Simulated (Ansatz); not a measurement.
# K on Pd(100): change of the work function, part 3 of 3

How does one ordered layer of K (top site) change the work function of Pd(100), and what dipole does each adsorbate carry?

Ansatz 0.2.0; plane-wave DFT, LDA, Ansatz PAW.

So far, work function, upper face (eV): step 2 (the clean slab) 5.49; step 3 (the covered slab) 1.69; step 5 (the slab at 0.25 ML, atoms frozen) 1.69.

## Step 6: The substrate of the 0.25 ML cell alone

System of this step: K/Pd(100), substrate alone, atoms held. The cell holds 16 atoms: 16 Pd. Cell: a = 5.501 Å, b = 5.501 Å, c = 27.249 Å, α = 90.0°, β = 90.0°, γ = 90.0°. Vacuum lies along c.

The second part, atoms unmoved.

input.yaml reads:

```yaml
crystal:
  lattice:
    - [5.5012907576, 0.0, 0.0]
    - [0.0, 5.5012907576, 0.0]
    - [0.0, 0.0, 27.2490906969]
  atoms:
    - { symbol: Pd, position: [0.25, 0.25, 0.3302862507] }
    - { symbol: Pd, position: [0.0, 0.0, 0.4016647792] }
    - { symbol: Pd, position: [0.252900648, 0.252900648, 0.4703867238] }
    - { symbol: Pd, position: [0.0, 0.0, 0.5341478948] }
    - { symbol: Pd, position: [0.25, 0.75, 0.3302862507] }
    - { symbol: Pd, position: [0.0, 0.5, 0.4016647792] }
    - { symbol: Pd, position: [0.252900648, 0.747099352, 0.4703867238] }
    - { symbol: Pd, position: [0.0, 0.5, 0.5397439853] }
    - { symbol: Pd, position: [0.75, 0.25, 0.3302862507] }
    - { symbol: Pd, position: [0.5, 0.0, 0.4016647792] }
    - { symbol: Pd, position: [0.747099352, 0.252900648, 0.4703867238] }
    - { symbol: Pd, position: [0.5, 0.0, 0.5397439853] }
    - { symbol: Pd, position: [0.75, 0.75, 0.3302862507] }
    - { symbol: Pd, position: [0.5, 0.5, 0.4016647792] }
    - { symbol: Pd, position: [0.747099352, 0.747099352, 0.4703867238] }
    - { symbol: Pd, position: [0.5, 0.5, 0.5404308192] }
kpoints:
  mp_grid: { grid: [6, 6, 1] }
hamiltonian:
  xc: lda
scf:
  occupations: { method: fermi_dirac, width: 0.1 }
  convergence: { dr2_threshold: 1.0e-08 }
efield:
  axis: 3
  dipole_correction: true
  ramp_position: 0.97
  ramp_width: 0.06
output:
  write_potential: true
  write_density: true
  volumetric_format: npy
```

On the command line:

```
$ ansatz run input.yaml --threads 4 --pin off --max-ram 6144MiB --backend cpu --events-out ev --progress --plain --runs-dir out
```

Numbers of over 12 decimals in the logs are rounded to 6 here.

The program printed:

```text
[...]
Crystal: 16 atoms, lattice volume = 824.672 Å³
Basis set: ecut = 420 eV, 16063 PW (Γ)
Bands: 173, of which v1, the nominal top of the filled ones, is band 144 counted from 1 (143 counted from 0)
Symmetry: 8 space group operations
[...]
k-points: 10 of 36
[...]
SCF iter   1: F=—  HF=-109505.919197 eV  |F-HF|=—  |Δ(HF+E_count)|=         —  Δρ=1.23e-2  dr2=4.88e0  ethr=1.77e-3  p=0.002 e·Å  D=5.11e-4 V/Å  ΔV_dip=-0.01 eV  dr2_dipole=5.10e-2  V_vac-E_F(+/−)=4.95/4.96 eV  ⟨swp⟩=7.6  Hψ=7574  notcnv=0  defer=57
[...]
SCF iter  14: F=-109505.569945 eV  HF=-109505.569945 eV  |F-HF|=6.11e-10  |Δ(HF+E_count)|=   1.06e-8  Δρ=4.21e-7  dr2=2.86e-9  ethr=3.47e-12  p=0.001 e·Å  D=3.05e-4 V/Å  ΔV_dip=-0.01 eV  dr2_dipole=2.20e-12  V_vac-E_F(+/−)=5.49/5.49 eV  ⟨swp⟩=12.8  Hψ=3895  notcnv=0
the search or the solves at the SCF's close seem to have found levels that the self-consistency loop had missed (the run counts 1). By its estimate they hold under 1e-12 electrons; where the run keeps them, the occupations were computed again with them
SCF 1 converged in 14 iterations: F = -109505.569945 eV  dr2 = 2.86e-9
[...]
SCF converged after 14 iterations
Free energy (F): -109505.569945 eV
[...]
Internal energy: -109504.567081 eV  (E = F + TS)
E sigma→0 (E₀):  -109505.068513 eV
Entropy (-TS):   -1.002863 eV (-62.679 meV/atom)
Fermi energy:    1.674267 eV
Dipole field:    D = 0.000304 V/Å  (p = 0.001386 e·Å, saw-weighted, corrected)
Work function:   Φ+ = 5.4864 eV   Φ− = 5.4946 eV
[...]
--- Band table (eV; the first three rows and the last of 10) ---
  k-point 0: bands = [... 140 lower, 1.6825, 1.7840, 1.7840, 1.8388, 1.9006, 2.2046, 2.3199, 2.8323, ... 25 higher]
  k-point 1: bands = [... 140 lower, 1.6080, 1.6539, 1.6710, 1.7013, 1.8309, 2.0106, 2.0550, 2.0931, ... 25 higher]
  k-point 2: bands = [... 140 lower, 1.5800, 1.5865, 1.5889, 1.6182, 1.6952, 1.7842, 1.7999, 1.8178, ... 25 higher]
  k-point 9: bands = [... 140 lower, 1.0971, 1.1596, 1.1596, 1.1794, 1.7081, 1.7209, 1.7538, 1.7538, ... 25 higher]
```

Run time: 29 s. Hardware: 4 threads of Intel Xeon 6975P-C (Granite Rapids), shared host; peak memory 3.3 GiB.

This step gave:

- energy at zero smearing: -109505.0685 eV
- work function, upper face: 5.486 eV
- dipole along the normal: 0.001386 e·Å

The work function of the upper face is 5.49 eV.

## Step 7: The adsorbate layer of the 0.25 ML cell alone

System of this step: K/Pd(100), adsorbate layer alone, atoms held. The cell holds 1 atom: 1 K. Its edges and angles: a = 5.501 Å, b = 5.501 Å, c = 27.249 Å, α = 90.0°, β = 90.0°, γ = 90.0°. Vacuum lies along c.

The third part; a free layer of atoms may carry a moment, so spin is on.

input.yaml, the sections that differ from step 6:

```yaml
crystal:
  lattice:
    - [5.5012907576, 0.0, 0.0]
    - [0.0, 5.5012907576, 0.0]
    - [0.0, 0.0, 27.2490906969]
  atoms:
    - { symbol: K, position: [0.0, 0.0, 0.6319726108], spin: 1.0 }
magnetization:
  spin_polarized: true
# kpoints, hamiltonian, scf, efield, output: as in step 6
```

The program printed:

```text
[...]
Crystal: 1 atoms, lattice volume = 824.672 Å³
Basis set: ecut = 420 eV, 16063 PW (Γ)
Bands: 9, of which v1, the nominal top of the filled ones, is band 5 counted from 1 (4 counted from 0)
Symmetry: 8 space group operations
k-points: 10 of 36
[...]
Starting moments: Σ|m| = 1 μB on 1 of 1 site
[...]
SCF iter   1: F=—  HF=-1495.493237 eV  |F-HF|=—  |Δ(HF+E_count)|=         —  Δρ=7.83e-3 (↑7.83e-3 ↓6.94e-3)  dr2=3.25e-2  dr2_m=4.10e-1  M=0.088 μB ∫|m|=0.105 μB  β_m=0.30  ethr=3.51e-4  p=-0.000 e·Å  D=-2.43e-9 V/Å  ΔV_dip=0.00 eV  dr2_dipole=2.81e-11  V_vac-E_F(+/−)=2.70/2.70 eV  ⟨swp⟩=1.1  Hψ=2179  notcnv=0
[...]
spin=Collinear: LDOS preconditioning applied to the charge; magnetization (m = ρ↑ − ρ↓) channel mixes plain (no charge-response kernel on spin).
SCF iter   2: F=—  HF=-1495.585077 eV  |F-HF|=—  |Δ(HF+E_count)|=   9.18e-2  Δρ=5.48e-3 (↑5.48e-3 ↓5.04e-3)  dr2=1.79e-2  dr2_m=2.08e-1  M=0.072 μB ∫|m|=0.084 μB  β_m=0.30  ethr=3.51e-4  p=0.000 e·Å  D=1.09e-6 V/Å  ΔV_dip=-0.00 eV  dr2_dipole=9.19e-11  V_vac-E_F(+/−)=2.70/2.70 eV  ⟨swp⟩=2.1  Hψ=235  notcnv=0  κ⁻¹=1.0e0(r=1)
[...]
SCF iter   8: F=—  HF=-1495.680101 eV  |F-HF|=—  |Δ(HF+E_count)|=   1.59e-3  Δρ=6.89e-4 (↑6.89e-4 ↓6.88e-4)  dr2=5.16e-8  dr2_m=3.58e-3  M=0.023 μB ∫|m|=0.024 μB  β_m=0.37  ethr=1.67e-9  p=0.000 e·Å  D=7.28e-7 V/Å  ΔV_dip=-0.00 eV  dr2_dipole=1.24e-12  V_vac-E_F(+/−)=2.62/2.62 eV  ⟨swp⟩=3.0  Hψ=383  notcnv=0
[...]
spin-set hold released at iteration 8 (site moments contracting): the magnetisation degrees of freedom join the quasi-Newton model from the next iteration; the mixer history was flushed
SCF iter   9: F=—  HF=-1495.681082 eV  |F-HF|=—  |Δ(HF+E_count)|=   9.81e-4  Δρ=4.45e-4 (↑4.45e-4 ↓4.45e-4)  dr2=2.46e-8  dr2_m=1.50e-3  M=0.018 μB ∫|m|=0.019 μB  β_m=0.59  ethr=5.73e-10  p=0.000 e·Å  D=6.69e-7 V/Å  ΔV_dip=-0.00 eV  dr2_dipole=3.88e-13  V_vac-E_F(+/−)=2.62/2.62 eV  ⟨swp⟩=3.0  Hψ=384  notcnv=0
density mixer auto → msr1: a metal under ldos (density of states about μ 0.82 of a free-electron gas's, 30 screened modes)
SCF iter  10: F=—  HF=-1495.681813 eV  |F-HF|=—  |Δ(HF+E_count)|=   7.32e-4  Δρ=1.70e-5 (↑1.69e-5 ↓1.70e-5)  dr2=1.67e-9  dr2_m=2.17e-6  M=0.006 μB ∫|m|=0.006 μB  β_m=0.80  ethr=1.11e-10  p=0.000 e·Å  D=5.69e-7 V/Å  ΔV_dip=-0.00 eV  dr2_dipole=3.95e-14  V_vac-E_F(+/−)=2.62/2.62 eV  ⟨swp⟩=6.3  Hψ=1284  notcnv=0
[...]
SCF iter  15: F=-1495.681832 eV  HF=-1495.681832 eV  |F-HF|=1.14e-12  |Δ(HF+E_count)|=  1.36e-12  Δρ=3.48e-9 (↑3.25e-9 ↓3.48e-9)  dr2=2.26e-13  dr2_m=3.46e-14  M=0.000 μB ∫|m|=0.000 μB  ethr=1.00e-12  p=0.000 e·Å  D=5.23e-7 V/Å  ΔV_dip=-0.00 eV  dr2_dipole=2.86e-15  V_vac-E_F(+/−)=2.62/2.62 eV  ⟨swp⟩=1.0  Hψ=472  notcnv=0
SCF 1 converged in 15 iterations: F = -1495.681832 eV  dr2 = 2.26e-13
[...]
WARN: the starting moments were not kept: the SCF closed with an absolute magnetisation of 2.1e-7 μB, where they sum to 1 μB in size (1 site). That is at most 0.1 of that sum. Measured as dr2_m measures the in/out step, that magnetisation stands 2.0e-15 eV from none, at or under the dr2_threshold of 1.0e-8 eV: it is no larger than a step whose dr2_m would equal this threshold. The system may hold no moment; this SCF  [...]
[...]
SCF converged after 15 iterations
Magnetization: 0.0000 μB (4.5000 up, 4.5000 down)
Absolute magnetization: 0.0000 μB (∫|ρ↑−ρ↓|, with the PAW one-centre terms)
[...]
Per-site moments (μB) at R_I (Å): [(9.482353894474337e-8, 2.269282)]
Free energy (F): -1495.681832 eV
[...]
Internal energy: -1495.638442 eV  (E = F + TS)
E sigma→0 (E₀):  -1495.660137 eV
Entropy (-TS):   -0.043390 eV (-43.390 meV/atom)
Fermi energy:    -2.186252 eV
Dipole field:    D = 0.000001 V/Å  (p = 0.000003 e·Å, saw-weighted, corrected)
Work function:   Φ+ = 2.6163 eV   Φ− = 2.6163 eV
[...]
--- Band table (eV; the first three rows and the last of 20) ---
[...]
```

The job ended after 4.7 s (4 threads; peak memory 0.97 GiB; 17 s of CPU time).

This step gave:

- energy at zero smearing: -1495.6601 eV
- work function, upper face: 2.616 eV
- dipole along the normal: 2.54e-6 e·Å

At this spacing and smearing the free layer keeps no moment.

## Step 8: Density difference at 0.25 ML

This step: plane-wave DFT, LDA, Ansatz PAW; density difference on adsorption (Ansatz 0.2.0).

The densities of the parts are taken from that of the whole and averaged over planes; the first moment of what is left gives the step in the potential.

Numbers from this step:

```
largest charge moved                 : 0.009409 e/Å²
potential step from the moved charge : -3.801 eV
```

The electron density difference oscillates, so the rows of the table below give means over windows of 1 Å about each position, cut where the curve ends. Its maxima inside the range that stand out by 2 % of the span (Å: e/Å³): 10.5: 4.0e-4, 11.4: 3.0e-4, 12.5: 0.00132, 13.2: 0.00132, 14.6: -1.9e-4, 15.8: 0.0132, 17.9: -0.00231. Its minima: 10.9: -5.1e-4, 11.9: -1.5e-4, 12.8: -0.00164, 13.9: -0.00238, 14.9: -0.00159, 16.9: -0.00305, 18.6: -0.00341.

Planar mean, whole system less its parts. Table of electron density difference by z; means over each step:

z (Å), electron density difference (e/Å³) and a bar from the least value:
```
        6     0.0000 #######
        7     0.0000 #######
        8     0.0000 #######
        9     0.0000 #######
       10     0.0000 #######
       11     0.0000 #######
       12     0.0002 ########
       13     0.0000 #######
       14    -0.0019 ##
       15     0.0018 ############
       16     0.0092 ##############################
       17    -0.0024 #
       18    -0.0027 
       19    -0.0028 
       20    -0.0011 ####
       21    -0.0003 ######
       22     0.0000 #######
       23     0.0000 #######
       24     0.0000 #######
```

Planar mean, whole system less its parts. Electrons moved below z against z:

z (Å), electrons moved below z (e/Å²) and a bar from the least value:
```
        6    0.00000 ######
        7    0.00000 ######
        8    0.00001 ######
        9    0.00000 ######
       10   -0.00009 ######
       11   -0.00004 ######
       12   -0.00002 ######
       13   -0.00001 ######
       14   -0.00091 ####
       15   -0.00217 
       16    0.00706 ###########################
       17    0.00815 ##############################
       18    0.00552 ######################
       19    0.00238 #############
       20    0.00061 ########
       21    0.00011 #######
       22    0.00002 ######
       23    0.00000 ######
       24    0.00000 ######
```

## Step 9: The same run with other settings

This step: plane-wave DFT, LDA, Ansatz PAW (Ansatz 0.2.0).

System of this step: KPd16 (K/Pd(100)). The cell holds 17 atoms: 16 Pd and 1 K. Its edges and angles: a = 5.501 Å, b = 5.501 Å, c = 27.249 Å, α = 90.0°, β = 90.0°, γ = 90.0°. Vacuum lies along c. The cell carries charge −1.

A run with a changed input: it repeats the earlier run at 0.25 ML with scf.lower_state_search to standard and total_charge to -1; its output block differs too.

input.yaml reads:

```yaml
crystal:
  lattice:
    - [5.5012907576, 0.0, 0.0]
    - [0.0, 5.5012907576, 0.0]
    - [0.0, 0.0, 27.2490906969]
  atoms:
    - { symbol: Pd, position: [0.25, 0.25, 0.3302862507] }
    - { symbol: Pd, position: [0.0, 0.0, 0.4016647792] }
    - { symbol: Pd, position: [0.25, 0.25, 0.4702295839] }
    - { symbol: Pd, position: [0.0, 0.0, 0.5379295353] }
    - { symbol: Pd, position: [0.25, 0.75, 0.3302862507] }
    - { symbol: Pd, position: [0.0, 0.5, 0.4016647792] }
    - { symbol: Pd, position: [0.25, 0.75, 0.4702295839] }
    - { symbol: Pd, position: [0.0, 0.5, 0.5379295353] }
    - { symbol: Pd, position: [0.75, 0.25, 0.3302862507] }
    - { symbol: Pd, position: [0.5, 0.0, 0.4016647792] }
    - { symbol: Pd, position: [0.75, 0.25, 0.4702295839] }
    - { symbol: Pd, position: [0.5, 0.0, 0.5379295353] }
    - { symbol: Pd, position: [0.75, 0.75, 0.3302862507] }
    - { symbol: Pd, position: [0.5, 0.5, 0.4016647792] }
    - { symbol: Pd, position: [0.75, 0.75, 0.4702295839] }
    - { symbol: Pd, position: [0.5, 0.5, 0.5379295353] }
    - { symbol: K, position: [0.0, 0.0, 0.6697137493] }
kpoints:
  mp_grid: { grid: [6, 6, 1] }
hamiltonian:
  xc: lda
scf:
  occupations: { method: fermi_dirac, width: 0.1 }
  convergence: { dr2_threshold: 1.0e-08 }
  lower_state_search: standard
efield:
  axis: 3
  dipole_correction: true
  ramp_position: 0.97
  ramp_width: 0.06
relax:
  f_tol: 0.02
  max_steps: 60
  constraints: [{ sites: [0, 1, 4, 5, 8, 9, 12, 13] }]
output:
  bader: true
  dos: { projected: true, e_range: [-8, 4] }
  write_potential: true
  write_density: true
  volumetric_format: npy
total_charge: -1
```

The program printed:

```text
Error: efield: with total_charge ≠ 0 without external_charges — the saw-weighted dipole of a charged cell depends on the ramp position (the isolated-slab reference a dipole correction restores does not exist for a charged slab), so the field energy is ill-defined under the jellium convention; neutralise the cell or drop the efield: block, which crystal.periodic lets a charged slab do
```

Wall time 0.02 s (4 threads); peak memory 0.054 GiB.

The program refused the input before any cycle.

The program's message: “Error: efield: with total_charge ≠ 0 without external_charges — the saw-weighted dipole of a charged cell depends on the ramp position (the isolated-slab reference a dipole correction restores does no …”

## Step 10: A changed input

System of this step: Pd(100). The cell holds 4 atoms: 4 Pd. Its edges and angles: a = 2.751 Å, b = 2.751 Å, c = 23.835 Å, α = 90.0°, β = 90.0°, γ = 90.0°. Vacuum lies along c.

Another changed input: it repeats the earlier run at 0 ML with efield.dipole_correction from true to false and efield.amplitude to 0.1.

input.yaml reads:

```yaml
crystal:
  lattice:
    - [2.7506453788, 0.0, 0.0]
    - [0.0, 2.7506453788, 0.0]
    - [0.0, 0.0, 23.835]
  atoms:
    - { symbol: Pd, position: [0.5, 0.5, 0.3775959723] }
    - { symbol: Pd, position: [0.0, 0.0, 0.4591986574] }
    - { symbol: Pd, position: [0.5, 0.5, 0.5408013426] }
    - { symbol: Pd, position: [0.0, 0.0, 0.6224040277] }
kpoints:
  mp_grid: { grid: [11, 11, 1] }
hamiltonian:
  xc: lda
scf:
  occupations: { method: fermi_dirac, width: 0.1 }
  convergence: { dr2_threshold: 1.0e-08 }
efield:
  axis: 3
  dipole_correction: false
  ramp_position: 0.97
  ramp_width: 0.06
  amplitude: 0.1
relax:
  f_tol: 0.02
  max_steps: 60
  constraints: [{ sites: [0, 1] }]
output:
  write_potential: true
  write_density: true
  volumetric_format: npy
```

The program printed:

```text
[...]
Crystal: 4 atoms, lattice volume = 180.337 Å³
Basis set: ecut = 420 eV, 3579 PW (Γ)
Bands: 44, of which v1, the nominal top of the filled ones, is band 36 counted from 1 (35 counted from 0)
Symmetry: 8 space group operations
k-points: 21 of 121
[...]
SCF iter   1: F=—  HF=-27376.570441 eV  |F-HF|=—  |Δ(HF+E_count)|=         —  Δρ=2.37e-2  dr2=1.17e1  ethr=1.77e-3  p=0.000 e·Å  V_vac-E_F(+/−)=6.02/3.84 eV  ⟨swp⟩=9.6  Hψ=4442  notcnv=0  defer=11
[...]
SCF iter  13: F=-27376.352357 eV  HF=-27376.352357 eV  |F-HF|=1.46e-11  |Δ(HF+E_count)|=  4.58e-10  Δρ=4.87e-7  dr2=6.72e-10  ethr=1.39e-11  p=0.059 e·Å  V_vac-E_F(+/−)=6.49/4.43 eV  ⟨swp⟩=9.0  Hψ=5865  notcnv=0
SCF 1 converged in 13 iterations: F = -27376.352357 eV  dr2 = 6.72e-10
[...]
relax step   1: F+E_penalty+E_count = -27376.35235735 eV  Δ(F+E_penalty+E_count) = +0.000e0 eV  max|allowed force component| = 5.534e-1 eV/Å  Δτ_max = 0.0000 Å  (13 SCF iters, accepted)
[...]
SCF iter   1: F=—  HF=-27376.503121 eV  |F-HF|=—  |Δ(HF+E_count)|=         —  Δρ=1.75e-2  dr2=2.30e0  ethr=3.10e-3  p=0.059 e·Å  V_vac-E_F(+/−)=6.39/4.33 eV  ⟨swp⟩=4.9  Hψ=2548  notcnv=0  defer=20
[...]
SCF iter  13: F=-27376.397031 eV  HF=-27376.397031 eV  |F-HF|=1.67e-9  |Δ(HF+E_count)|=   4.21e-9  Δρ=5.79e-7  dr2=2.08e-9  ethr=1.39e-11  p=0.058 e·Å  V_vac-E_F(+/−)=6.49/4.43 eV  ⟨swp⟩=9.3  Hψ=5965  notcnv=0
SCF 2 converged in 13 iterations: F = -27376.397031 eV  dr2 = 2.08e-9
relax step   2: F+E_penalty+E_count = -27376.39703142 eV  Δ(F+E_penalty+E_count) = -4.467e-2 eV  max|allowed force component| = 1.453e-1 eV/Å  Δτ_max = 0.1929 Å  (13 SCF iters, accepted)
SCF iter   1: F=—  HF=-27376.398987 eV  |F-HF|=—  |Δ(HF+E_count)|=         —  Δρ=1.33e-3  dr2=1.41e-2  ethr=2.02e-4  p=0.058 e·Å  V_vac-E_F(+/−)=6.49/4.43 eV  ⟨swp⟩=3.0  Hψ=1735  notcnv=0  defer=25
[...]
SCF iter   9: F=-27376.398342 eV  HF=-27376.398342 eV  |F-HF|=6.40e-9  |Δ(HF+E_count)|=   4.07e-8  Δρ=1.21e-6  dr2=5.31e-9  ethr=1.39e-11  p=0.058 e·Å  V_vac-E_F(+/−)=6.49/4.43 eV  ⟨swp⟩=10.0  Hψ=6451  notcnv=0
SCF 3 converged in 9 iterations: F = -27376.398342 eV  dr2 = 5.31e-9
relax step   3: F+E_penalty+E_count = -27376.39834180 eV  Δ(F+E_penalty+E_count) = -1.310e-3 eV  max|allowed force component| = 7.430e-3 eV/Å  Δτ_max = 0.0161 Å  (9 SCF iters, accepted)
[...]
SCF converged after 9 iterations
Free energy (F): -27376.398342 eV
[...]
Internal energy: -27376.145874 eV  (E = F + TS)
E sigma→0 (E₀):  -27376.272108 eV
Entropy (-TS):   -0.252467 eV (-63.117 meV/atom)
Fermi energy:    2.695143 eV
Dipole field:    D = 0.057915 V/Å  (p = 0.057718 e·Å, saw-weighted)
Work function:   not extracted (applied field tilts the vacuum); planar V_es + V_field profile in the machine report
[...]
--- Forces (eV/Å), atoms counted from 1 ---
  atom   1  Pd    -0.00000000     0.00000000     0.53251989
  atom   2  Pd    -0.00000000     0.00000000    -0.53002085
  atom   3  Pd    -0.00000000     0.00000000    -0.00743027
  atom   4  Pd     0.00000000     0.00000000     0.00498847
  max |Σ_I F_I| component: 5.72e-5 eV/Å
--- Band table (eV; the first three rows and the last of 21) ---
  k-point 0: bands = [... 32 lower, 1.9704, 2.0540, 2.0540, 2.5012, 2.6871, 2.8042, 2.8042, 3.8500, ... 4 higher]
  k-point 1: bands = [... 32 lower, 1.7815, 1.9466, 2.2518, 2.3644, 2.5314, 2.6106, 2.8525, 4.2915, ... 4 higher]
  k-point 2: bands = [... 32 lower, 1.5793, 1.6388, 2.1524, 2.1871, 2.6185, 2.8439, 2.9292, 5.1769, ... 4 higher]
  k-point 20: bands = [... 32 lower, 2.6819, 2.7910, 3.0886, 3.2029, 6.4088, 7.2621, 8.7939, 9.7291, ... 4 higher]
--- Relaxed structure (3 steps of the walk, 3 accepted, 0 SCFs on fresh bases) ---
  F+E_penalty+E_count = -27376.39834180 eV   max|allowed force component| = 7.430e-3 eV/Å
  atoms:
    - { symbol: Pd, position: [0.5, 0.5, 0.377596] }
    - { symbol: Pd, position: [0.0, 0.0, 0.459199] }
    - { symbol: Pd, position: [0.5, 0.5, 0.537587] }
    - { symbol: Pd, position: [0, 0.0, 0.614986] }
```

It took 6.4 s on 4 threads; peak memory 0.61 GiB; 24 s of CPU time.

```csv
quantity,this run,earlier run,difference
dipole along the normal (e·Å),0.05772,3.08e-4,0.057
```

The applied field differs between the two, so the dipoles differ in any case.

With the dipole correction off, the periodic images add a field of their own to the typed one.

These numbers are not those of the isolated slab.

## Step 11: Summary of results

```json
{
  "work function of the clean face": "5.49 eV",
  "work function at 0.25 ML": "1.69 eV",
  "dipole per adsorbate at 0.25 ML, positive end outwards": "3.05 D",
  "step of the potential from the moved charge at 0.25 ML, upper less lower side, atoms held": "-3.80 eV"
}
```

What this shows: K lowers the work function of Pd(100) at the lowest coverage, by 3.80 eV: the adsorbate layer has its positive end outwards. One coverage alone was completed, so no trend follows. The slab has 4 layers, at the tabulated experimental lattice constant, one starting site was run, and quantum-size effects of a slab this thin can reach one or two tenths of an eV.

[Logs are printed without paths, hosts, clocks, repeated set-up lines and the standing remarks that a program may print on its own settings, such as how far it seeks lower states.]

[Hosts, paths, dates, database ids (printed as entryN), source tags and the programs' standing remarks are cut or masked in the printed files.]

[Maps of the electrostatic potential energy from Ansatz leave out the sawtooth potential of an applied field or a dipole correction, so their vacuum need not be flat; planar profiles and work functions include it.]
